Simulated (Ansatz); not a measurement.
# Diamond (Fd-3m, 2 atoms a cell): converging the G0W0 gap

How do accuracy and time trade against each other in G0W0 on Diamond (Fd-3m, 2 atoms a cell)?

Method: G0W0 on PBE, plane waves, PAW; PAW set soft_1, in Ansatz 0.2.0.

Report form: the programs' logs are mostly left out.

### 1. Set-up

The structure is cubic, space group Fd-3m (No. 227). The conventional cell has a = 3.567 Å, b = 3.567 Å, c = 3.567 Å, α = 90.00°, β = 90.00°, γ = 90.00°. Nearest to C lie 4 C at 1.54 Å.

The cell and positions come from the Crystallography Open Database and are kept as given unless a step says otherwise.

### 2. 12 empty bands, screening to 60 eV

G0W0 replaces the xc potential by the self-energy, built once from these orbitals. Only a window of levels is corrected, while the sums run over the empty bands that the input names. This step takes PAW set soft_1 files.

Input file input.yaml:

```yaml
crystal:
  lattice:
    - [0.0, 1.78337, 1.78337]
    - [1.78337, 0.0, 1.78337]
    - [1.78337, 1.78337, 0.0]
  atoms:
    - { symbol: C, position: [0.0, 0.0, 0.0] }
    - { symbol: C, position: [0.25, 0.25, 0.25] }
kpoints:
  mp_grid: { grid: [8, 8, 8] }
hamiltonian:
  xc: pbe
  pseudopotentials: { kind: paw, azcp: { folder: soft_1 } }
scf:
  occupations: { method: fixed }
gw:
  n_empty_bands: 12
  ecut_chi: 60
  qp_bands: [v2, c2]
  qp_kpoints: band_edges
  screening: { model: contour_deformation }
```

On the command line:

```
ansatz run input.yaml --threads 3 --pin off --max-ram 92160MiB --backend cuda --events-out ev --progress --plain --runs-dir out --devices 1 --max-vram 13GiB
```

Elapsed: 17 s, on 1 × NVIDIA H100 80GB HBM3 (shared by 6 runs) with 3 threads of AMD EPYC 7R13 (Zen 3), shared host; peak memory 0.93 GiB.

This step gave:

- bands summed: 16
- RPA ε∞ on this mesh (eigenvalues): 5.847, 5.847, 5.847
- plane waves in the screening matrix: 15
- q-points in the mesh: 512
- G0W0 gap on the mesh: 5.062 eV
- k of the valence top: 0, 0, 0
- k of the conduction bottom: 0, 0.375, 0.375
- starting gap on the mesh: 4.141 eV
- Z at the valence top: 0.8368
- Z at the conduction bottom: 0.8473
- least direct G0W0 gap on the computed points: 7.098 eV

The gap on the mesh goes from 4.14 eV to 5.06 eV, a correction of +0.92 eV. Between the two edge states, bare exchange in place of the xc potential would open the gap by 7.80 eV, and correlation takes back 6.88 eV.

### 3. 33 empty bands, screening to 120 eV

Another rung: the empty bands reach about as high as the screening cutoff, so the two stay in balance.

input.yaml: that of step 2 with these lines changed.

```diff
@@ -16,4 +16,4 @@
 gw:
-  n_empty_bands: 12
-  ecut_chi: 60
+  n_empty_bands: 33
+  ecut_chi: 120
   qp_bands: [v2, c2]
```

Elapsed: 14 s, on 1 × NVIDIA H100 80GB HBM3 (shared by 6 runs) with 3 threads; peak memory 0.96 GiB; 11 s of CPU time.

This step gave:

```
bands summed                                 : 37
RPA ε∞ on this mesh (eigenvalues)            : 5.772, 5.772, 5.772
plane waves in the screening matrix          : 27
q-points in the mesh                         : 512
G0W0 gap on the mesh                         : 5.330 eV
k of the valence top                         : 0, 0, 0
k of the conduction bottom                   : 0, 0.375, 0.375
starting gap on the mesh                     : 4.141 eV
Z at the valence top                         : 0.8297
Z at the conduction bottom                   : 0.8405
least direct G0W0 gap on the computed points : 7.228 eV
```

Against the run with 8×8×8 mesh, 12 empty bands, screening to 60 eV, PAW set soft_1 files, the gap moves by +0.27 eV.

### 4. 72 empty bands, screening to 200 eV

input.yaml: that of step 3 with these lines changed.

```diff
@@ -16,4 +16,4 @@
 gw:
-  n_empty_bands: 33
-  ecut_chi: 120
+  n_empty_bands: 72
+  ecut_chi: 200.0
   qp_bands: [v2, c2]
```

It took 17 s on 1 × NVIDIA H100 80GB HBM3 (shared by 6 runs) with 3 threads; peak memory 0.96 GiB; 13 s of CPU time.

Numbers from this step:

* bands summed: 76
* RPA ε∞ on this mesh (eigenvalues): 5.608, 5.608, 5.608
* plane waves in the screening matrix: 65
* G0W0 gap on the mesh: 5.472 eV
* k of the valence top: 0, 0, 0
* k of the conduction bottom: 0, 0.375, 0.375
* starting gap on the mesh: 4.141 eV
* least direct G0W0 gap on the computed points: 7.338 eV

Against the run with 8×8×8 mesh, 33 empty bands, screening to 120 eV, PAW set soft_1 files, the gap moves by +0.14 eV.

### 5. Changing the k mesh: 6×6×6 mesh, 33 empty bands, screening to 120 eV, PAW set soft_1 files

Only the mesh changes. It samples the long-range screening, which converges on its own terms. Bands and cutoff differ from the step before, so it is read against an earlier run that matches them.

input.yaml: that of step 4 with these lines changed.

```diff
@@ -9,3 +9,3 @@
 kpoints:
-  mp_grid: { grid: [8, 8, 8] }
+  mp_grid: { grid: [6, 6, 6] }
 hamiltonian:
@@ -16,4 +16,4 @@
 gw:
-  n_empty_bands: 72
-  ecut_chi: 200.0
+  n_empty_bands: 33
+  ecut_chi: 120
   qp_bands: [v2, c2]
```

It took 9.9 s on 1 × NVIDIA H100 80GB HBM3 (shared by 6 runs) with 3 threads; peak memory 0.96 GiB; 4.8 s of CPU time.

Numbers from this step:

| Property | Result |
| --- | --- |
| bands summed | 37 |
| RPA ε∞ on this mesh (eigenvalues) | 6.009, 6.009, 6.009 |
| plane waves in the screening matrix | 27 |
| G0W0 gap on the mesh | 5.389 eV |
| k of the valence top | 0, 0, 0 |
| k of the conduction bottom | 0, 0.3333, 0.3333 |
| starting gap on the mesh | 4.159 eV |
| least direct G0W0 gap on the computed points | 7.232 eV |

Against the run with 8×8×8 mesh, 33 empty bands, screening to 120 eV, PAW set soft_1 files, the gap moves by +0.06 eV. A band edge is found at another k point on this mesh.

### 6. Changing the frequency model: 8×8×8 mesh, 33 empty bands, screening to 120 eV, plasmon pole, PAW set soft_1 files

A plasmon pole stands in for the full frequency dependence of the screening; this run shows what that costs in accuracy.

input.yaml: that of step 5 with these lines changed.

```diff
@@ -9,3 +9,3 @@
 kpoints:
-  mp_grid: { grid: [6, 6, 6] }
+  mp_grid: { grid: [8, 8, 8] }
 hamiltonian:
@@ -20,2 +20,2 @@
   qp_kpoints: band_edges
-  screening: { model: contour_deformation }
+  screening: { model: godby_needs }
```

Elapsed: 19 s, on 1 × NVIDIA H100 80GB HBM3 (shared by 6 runs) with 3 threads; peak memory 0.93 GiB.

Numbers from this step:

```yaml
bands_summed: 37
plasmon_pole_fit_frequency: 31.18 eV
rpa_eps_infinity_on_this_mesh_eigenvalues: 5.772, 5.772, 5.772
plane_waves_in_the_screening_matrix: 27
g0w0_gap_on_the_mesh: 5.308 eV
k_of_the_valence_top: 0, 0, 0
k_of_the_conduction_bottom: 0, 0.375, 0.375
starting_gap_on_the_mesh: 4.141 eV
least_direct_g0w0_gap_on_the_computed_points: 7.216 eV
```

Against the run with 8×8×8 mesh, 33 empty bands, screening to 120 eV, PAW set soft_1 files, the gap moves by −0.02 eV.

### 7. Changing the files: 8×8×8 mesh, 33 empty bands, screening to 120 eV, hard PAW files

Other atomic data (hard PAW) test the pseudisation: the cutoff goes from 420 to 820 eV, with the same valence electrons.

This step: G0W0 on PBE, plane waves, PAW.

input.yaml, the sections that differ from step 6:

```yaml
hamiltonian:
  xc: pbe
  pseudopotentials: { kind: paw, source: ansatz }
gw:
  n_empty_bands: 33
  ecut_chi: 120
  qp_bands: [v2, c2]
  qp_kpoints: band_edges
  screening: { model: contour_deformation }
# crystal, kpoints, scf: as in step 6
```

The job ended after 24 s (1 × NVIDIA H100 80GB HBM3 (shared by 6 runs) with 3 threads; peak memory 0.96 GiB).

Numbers from this step:

```
bands summed                                 : 37
RPA ε∞ on this mesh (eigenvalues)            : 5.771, 5.771, 5.771
plane waves in the screening matrix          : 27
G0W0 gap on the mesh                         : 5.328 eV
k of the valence top                         : 0, 0, 0
k of the conduction bottom                   : 0, 0.375, 0.375
starting gap on the mesh                     : 4.137 eV
least direct G0W0 gap on the computed points : 7.234 eV
```

Against the run with 8×8×8 mesh, 33 empty bands, screening to 120 eV, PAW set soft_1 files, the gap moves by −0.002 eV.

### 8. The runs together

Times are wall times on 1 × NVIDIA H100 80GB HBM3 (shared by 6 runs) with 3 threads of AMD EPYC 7R13 (Zen 3), shared host, good to a factor of about two.

```csv
mesh,files,frequency,bands summed,cutoff (eV),start (eV),G0W0 (eV),time,host memory (GiB)
8×8×8,PAW set soft_1,contour deformation,16,60,4.141,5.062,17 s,0.93
8×8×8,PAW set soft_1,contour deformation,37,120,4.141,5.330,14 s,0.96
8×8×8,PAW set soft_1,contour deformation,76,200,4.141,5.472,17 s,0.96
6×6×6,PAW set soft_1,contour deformation,37,120,4.159,5.389,9.9 s,0.96
8×8×8,PAW set soft_1,plasmon pole,37,120,4.141,5.308,19 s,0.93
8×8×8,hard PAW,contour deformation,37,120,4.137,5.328,24 s,0.96
```

How the two edges are built up, in eV (the quasiparticle level is the starting level plus Σx plus Σc less Vxc):

```csv
run,edge,start,Σx,Σc,Vxc,Z,QP
16 bands,valence top,13.35,-20.09,2.70,-17.77,0.84,13.73
16 bands,conduction bottom,17.49,-9.61,-4.18,-15.09,0.85,18.79
37 bands,valence top,13.35,-20.09,1.94,-17.77,0.83,12.96
37 bands,conduction bottom,17.49,-9.61,-4.67,-15.09,0.84,18.29
76 bands,valence top,13.35,-20.09,1.55,-17.77,0.83,12.58
76 bands,conduction bottom,17.49,-9.61,-4.92,-15.09,0.84,18.05
```

### 9. Results

```yaml
16_bands_60_ev: 5.062 eV
37_bands_120_ev: 5.330 eV
76_bands_200_ev: 5.472 eV
estimated_limit_in_bands_and_cutoff: 5.61 eV
mesh_and_start: 8×8×8, PBE
```

What this shows: A line in one over the bands through the two highest rungs gives 5.61 eV, +0.13 eV from the top rung; the pair below gives 5.53 eV, so the estimate is still climbing. The rungs stand 0.54 eV (16 bands), 0.28 eV (37 bands) and 0.13 eV (76 bands) from it. From 16 to 76 bands the gap moves by +0.41 eV. Σc changes by −1.15 eV at the valence top and −0.74 eV at the conduction bottom, so the levels themselves move more than the gap between them. On the 6×6×6 mesh in place of 8×8×8 the gap differs by +0.06 eV, of which +0.02 eV is already in the start. The plasmon-pole model gives −0.02 eV against contour deformation, 2 % of the correction, and saved no time in this program. Hard PAW files move the gap by −0.002 eV at equal bands and cutoff, −0.004 eV of it in the start.

[Paths, hosts, dates, memory and timing lines, banners, echoed tables and standing remarks are left out of the program output.]

[Logs are printed without paths, hosts, clocks, repeated set-up lines and the standing remarks that a program may print on its own settings, such as how far it seeks lower states.]

[Runs of the session that timed out or met a known fault of the program may be left out.]

[Cells called generated may have been cut or substituted from an entry of the Crystallography Open Database or the Materials Project.]

[Hosts, paths, dates, database ids (printed as entryN), source tags and the programs' standing remarks are cut or masked in the printed files.]
